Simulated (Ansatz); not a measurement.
# Br on Ag(111): change of the work function, part 3 of 3

How does Br on the fcc site change the work function of Ag(111) as the layer fills?

Ansatz 0.2.0; plane-wave DFT, PBE, Ansatz PAW.

So far, work function, upper face (eV): step 2 (the clean slab) 4.47; step 3 (17 atoms, coverage 0.25 ML, cell 2x2) 5.38.

## Step 4: The covered slab, k-mesh 12×12×1, coverage 1 ML

System of this step: Br/Ag(111). The cell holds 5 atoms: 4 Ag and 1 Br. Its edges and angles: a = 2.892 Å, b = 2.892 Å, c = 27.320 Å, α = 90.0°, β = 90.0°, γ = 60.0°. Vacuum lies along c.

Another coverage, to see how the dipoles act on each other as their distance changes.

File input.yaml:

```yaml
crystal:
  lattice:
    - [2.8920667351, 0.0, 0.0]
    - [1.4460333675, 2.504603262, 0.0]
    - [0.0, 0.0, 27.3204433298]
  atoms:
    - { symbol: Ag, position: [0.0, 0.0, 0.3294236441] }
    - { symbol: Ag, position: [0.3333333333, 0.3333333333, 0.4158557189] }
    - { symbol: Ag, position: [0.6666666667, 0.6666666667, 0.503287698] }
    - { symbol: Ag, position: [0.0, 0.0, 0.5915438876] }
    - { symbol: Br, position: [0.3333333333, 0.3333333333, 0.6705763559] }
kpoints:
  mp_grid: { grid: [12, 12, 1] }
hamiltonian:
  xc: pbe
scf:
  occupations: { method: fermi_dirac, width: 0.1 }
  convergence: { dr2_threshold: 1.0e-08 }
efield:
  axis: 3
  dipole_correction: true
  ramp_position: 0.97
  ramp_width: 0.06
relax:
  f_tol: 0.02
  max_steps: 60
  constraints: [{ sites: [0, 1] }]
output:
  write_potential: true
  write_density: true
  volumetric_format: npy
```

Command:

```
$ ansatz run input.yaml --threads 4 --pin off --max-ram 6144MiB --backend cpu --events-out ev --progress --plain --runs-dir out
```

Numbers of over 12 decimals in the logs are rounded to 6 here.

Output:

```text
[...]
Crystal: 5 atoms, lattice volume = 197.895 Å³
Basis set: ecut = 420 eV, 3871 PW (Γ), exchange–correlation on 40×40×384 points (8 copies of the dense FFT grid, shifted against one another)
Bands: 50, of which v1, the nominal top of the filled ones, is band 42 counted from 1 (41 counted from 0)
Symmetry: 6 space group operations
[...]
k-points: 19 of 144 (time reversal used)
[...]
SCF iter   1: F=—  HF=-33144.163102 eV  |F-HF|=—  |Δ(HF+E_count)|=         —  Δρ=3.22e-3  dr2=7.49e-1  ethr=1.77e-3  p=-0.021 e·Å  D=-1.88e-2 V/Å  ΔV_dip=0.51 eV  dr2_dipole=3.78e-1  V_vac-E_F(+/−)=4.77/4.25 eV  ⟨swp⟩=9.9  Hψ=4354  notcnv=0  defer=12
[...]
SCF iter   9: F=-33144.152003 eV  HF=-33144.152003 eV  |F-HF|=2.51e-9  |Δ(HF+E_count)|=   5.76e-9  Δρ=7.41e-7  dr2=6.45e-9  ethr=1.20e-11  p=-0.009 e·Å  D=-8.07e-3 V/Å  ΔV_dip=0.22 eV  dr2_dipole=3.82e-12  V_vac-E_F(+/−)=4.72/4.49 eV  ⟨swp⟩=10.0  Hψ=6854  notcnv=0
SCF 1 converged in 9 iterations: F = -33144.152003 eV  dr2 = 6.45e-9
[...]
relax step   1: F+E_penalty+E_count = -33144.15200280 eV  Δ(F+E_penalty+E_count) = +0.000e0 eV  max|allowed force component| = 1.401e0 eV/Å  Δτ_max = 0.0000 Å  (9 SCF iters, accepted)
[...]
SCF iter   8: F=-33144.381239 eV  HF=-33144.381239 eV  |F-HF|=1.60e-9  |Δ(HF+E_count)|=   4.03e-8  Δρ=1.56e-6  dr2=7.08e-9  ethr=1.20e-11  p=-0.022 e·Å  D=-2.03e-2 V/Å  ΔV_dip=0.55 eV  dr2_dipole=3.65e-10  V_vac-E_F(+/−)=5.07/4.52 eV  ⟨swp⟩=9.9  Hψ=6556  notcnv=0
SCF 2 converged in 8 iterations: F = -33144.381239 eV  dr2 = 7.08e-9
relax step   2: F+E_penalty+E_count = -33144.38123876 eV  Δ(F+E_penalty+E_count) = -2.292e-1 eV  max|allowed force component| = 3.533e-1 eV/Å  Δτ_max = 0.1946 Å  (8 SCF iters, accepted)
SCF iter   1: F=—  HF=-33144.426610 eV  |F-HF|=—  |Δ(HF+E_count)|=         —  Δρ=2.44e-3  dr2=5.29e-2  ethr=1.73e-3  p=-0.022 e·Å  D=-2.03e-2 V/Å  ΔV_dip=0.55 eV  dr2_dipole=2.70e-2  V_vac-E_F(+/−)=5.10/4.54 eV  ⟨swp⟩=5.2  Hψ=2321  notcnv=0  defer=32
[...]
SCF iter   8: F=-33144.422090 eV  HF=-33144.422090 eV  |F-HF|=1.30e-9  |Δ(HF+E_count)|=   1.94e-8  Δρ=9.08e-7  dr2=2.45e-9  ethr=1.20e-11  p=-0.028 e·Å  D=-2.60e-2 V/Å  ΔV_dip=0.71 eV  dr2_dipole=7.43e-10  V_vac-E_F(+/−)=5.24/4.53 eV  ⟨swp⟩=9.4  Hψ=6238  notcnv=0
SCF 3 converged in 8 iterations: F = -33144.422090 eV  dr2 = 2.45e-9
relax step   3: F+E_penalty+E_count = -33144.42208980 eV  Δ(F+E_penalty+E_count) = -4.085e-2 eV  max|allowed force component| = 1.143e-1 eV/Å  Δτ_max = 0.1903 Å  (8 SCF iters, accepted)
[...]
relax step   4: F+E_penalty+E_count = -33144.43069104 eV  Δ(F+E_penalty+E_count) = -8.601e-3 eV  max|allowed force component| = 2.662e-2 eV/Å  Δτ_max = 0.1379 Å  (8 SCF iters, accepted)
SCF iter   1: F=—  HF=-33144.431108 eV  |F-HF|=—  |Δ(HF+E_count)|=         —  Δρ=4.51e-4  dr2=1.26e-3  ethr=1.10e-5  p=-0.031 e·Å  D=-2.88e-2 V/Å  ΔV_dip=0.79 eV  dr2_dipole=6.56e-4  V_vac-E_F(+/−)=5.32/4.53 eV  ⟨swp⟩=3.4  Hψ=2345  notcnv=0  defer=33
[...]
SCF iter   6: F=-33144.431156 eV  HF=-33144.431156 eV  |F-HF|=6.90e-9  |Δ(HF+E_count)|=   1.08e-8  Δρ=8.93e-7  dr2=1.02e-9  ethr=1.20e-11  p=-0.033 e·Å  D=-2.99e-2 V/Å  ΔV_dip=0.82 eV  dr2_dipole=9.94e-11  V_vac-E_F(+/−)=5.35/4.53 eV  ⟨swp⟩=9.9  Hψ=6571  notcnv=0
SCF 5 converged in 6 iterations: F = -33144.431156 eV  dr2 = 1.02e-9
relax step   5: F+E_penalty+E_count = -33144.43115641 eV  Δ(F+E_penalty+E_count) = -4.654e-4 eV  max|allowed force component| = 2.253e-3 eV/Å  Δτ_max = 0.0325 Å  (6 SCF iters, accepted)
[...]
SCF converged after 6 iterations
Free energy (F): -33144.431156 eV
[...]
Internal energy: -33144.374345 eV  (E = F + TS)
E sigma→0 (E₀):  -33144.402751 eV
Entropy (-TS):   -0.056811 eV (-11.362 meV/atom)
Fermi energy:    4.121436 eV
Dipole field:    D = -0.029902 V/Å  (p = -0.032702 e·Å, saw-weighted, corrected)
Work function:   Φ+ = 5.3461 eV   Φ− = 4.5291 eV
[...]
--- Forces (eV/Å), atoms counted from 1 ---
  atom   1  Ag    -0.00000000     0.00000000    -0.15705907
  atom   2  Ag     0.00000000    -0.00000000     0.15639915
  atom   3  Ag     0.00000000    -0.00000000    -0.00212818
  atom   4  Ag     0.00000000    -0.00000000     0.00053215
  atom   5  Br     0.00000000    -0.00000000     0.00225346
  max |Σ_I F_I| component: 2.48e-6 eV/Å
--- Band table (eV; the first three rows and the last of 19) ---
  k-point 0: bands = [... 38 lower, 1.1284, 1.1284, 1.1782, 3.6653, 5.5586, 5.9271, 5.9271, 8.3386, ... 4 higher]
  k-point 1: bands = [... 38 lower, 0.9128, 1.1344, 1.7442, 3.9471, 5.0876, 5.7392, 5.8586, 8.4975, ... 4 higher]
  k-point 2: bands = [... 38 lower, 1.1179, 1.1481, 2.3912, 3.3126, 4.6286, 5.2746, 6.5502, 8.9746, ... 4 higher]
  k-point 18: bands = [... 38 lower, 1.0784, 2.5780, 7.5513, 7.7247, 7.7858, 8.3613, 8.5327, 8.7588, ... 4 higher]
--- Relaxed structure (5 steps of the walk, 5 accepted, 0 SCFs on fresh bases) ---
  F+E_penalty+E_count = -33144.43115641 eV   max|allowed force component| = 2.253e-3 eV/Å
  atoms:
[...]
- { symbol: Ag, position: [0.333333, 0.333333, 0.415856] }
    - { symbol: Ag, position: [0.666667, 0.666667, 0.503704] }
[...]
- { symbol: Br, position: [0.333333, 0.333333, 0.690902] }
```

Elapsed: 19 s, on 4 threads of Intel Xeon Platinum 8259CL at 2.50GHz (Skylake/Cascade Lake), shared host; peak memory 0.62 GiB.

The steps of the relaxation:

```
step  energy less that of the first step (eV)  largest force component (eV/Å)
   1                                   0.0000                          1.4007
   2                                  -0.2292                          0.3533
   3                                  -0.2701                          0.1143
   4                                  -0.2787                          0.0266
   5                                  -0.2792                          0.0023
```

The run keeps the 6 symmetry operations that it works with, so distortions that break them were not tested.

The atoms that moved most (Å):

```
atom     dx     dy      dz  length
 Br5  0.000  0.000   0.555   0.555
 Ag4  0.000  0.000  -0.013   0.013
 Ag3  0.000  0.000   0.011   0.011
```

Final coordinates:

```
Ag Br
1.0
     2.89207    0.00000    0.00000
     1.44603    2.50460    0.00000
     0.00000    0.00000   27.32044
Ag Br
4 1
Direct
  0.00000 0.00000 0.32942
  0.33333 0.33333 0.41586
  0.66667 0.66667 0.50370
  0.00000 0.00000 0.59105
  0.33333 0.33333 0.69090
```

Numbers from this step:

```yaml
energy_at_zero_smearing: -33144.4028 eV
work_function_upper_face: 5.346 eV
work_function_lower_face: 4.529 eV
dipole_along_the_normal: -0.03270 e·Å
step_between_the_vacuum_levels: 0.8169 eV
```

Running mean over 2.361 Å of the planar mean; the ramp of the sawtooth is left out. Table of electron's electrostatic potential energy less the Fermi level by z:

```
z (Å)  electron's electrostatic potential energy less the Fermi level (eV)
    4                                                                 4.53
    5                                                                 4.52
    6                                                                 4.46
    7                                                                 3.56
    8                                                                -2.16
    9                                                                -5.75
   10                                                                -5.95
   11                                                                -5.99
   12                                                                -5.80
   13                                                                -5.76
   14                                                                -5.93
   15                                                                -5.79
   16                                                                -5.95
   17                                                                -4.15
   18                                                                -5.88
   19                                                                -7.38
   20                                                                -1.78
   21                                                                 4.85
   22                                                                 5.33
   23                                                                 5.35
   24                                                                 5.35
```

The relaxation took 5 steps and lowered the energy by 0.28 eV; the largest force on the free atoms ends at 0.0023 eV/Å.

The covered face has 5.35 eV, +0.88 eV against the clean one; the bare back face has moved by +0.08 eV, a measure of how thin the slab is.

## Step 5: Work function against coverage

This step: plane-wave DFT, PBE, Ansatz PAW; work function against coverage (Ansatz 0.2.0).

The runs are now put side by side.

Numbers from this step:

```
work function of the clean face     : 4.469 eV
largest change of the work function : 0.9123 eV
```

Work function of the covered face against coverage:

```
coverage (adsorbates/nm²)  work function of the covered face (eV)
                     0.00                                    4.47
                     3.45                                    5.38
                    13.81                                    5.35
```

The dipole per adsorbate comes from the change of the cell's dipole. Coverage, by row:

```
coverage (1/nm²)  coverage (ML)  work function (eV)  change (eV)  dipole per adsorbate, positive end outwards (debye)  mean height of the added atoms over the highest substrate atom (Å)
           3.451           0.25               5.382       0.9123                                               -0.672                                                               2.192
           13.81              1               5.346       0.8767                                               -0.153                                                               2.728
```

## Step 6: What came out

```json
{
  "work function of the clean face": "4.47 eV",
  "work function at 0.25 ML": "5.38 eV",
  "work function at 1 ML": "5.35 eV",
  "dipole per adsorbate at 0.25 ML, positive end outwards": "-0.67 D"
}
```

**Reading.** Br raises the work function of Ag(111) at the lowest coverage, by 0.91 eV: the adsorbate layer has its negative end outwards. At the highest coverage the adsorbates are pressed to about 2.9 Å, closer than unbonded atoms of this kind usually come, so a real layer may not reach it. The slab has 4 layers, at the tabulated experimental lattice constant, one starting site was run, and quantum-size effects of a slab this thin can reach one or two tenths of an eV.

[Logs are printed without paths, hosts, clocks, repeated set-up lines and the standing remarks that a program may print on its own settings, such as how far it seeks lower states.]

[Hosts, paths, dates, database ids (printed as entryN), source tags and the programs' standing remarks are cut or masked in the printed files.]

[Maps of the electrostatic potential energy from Ansatz leave out the sawtooth potential of an applied field or a dipole correction, so their vacuum need not be flat; planar profiles and work functions include it.]
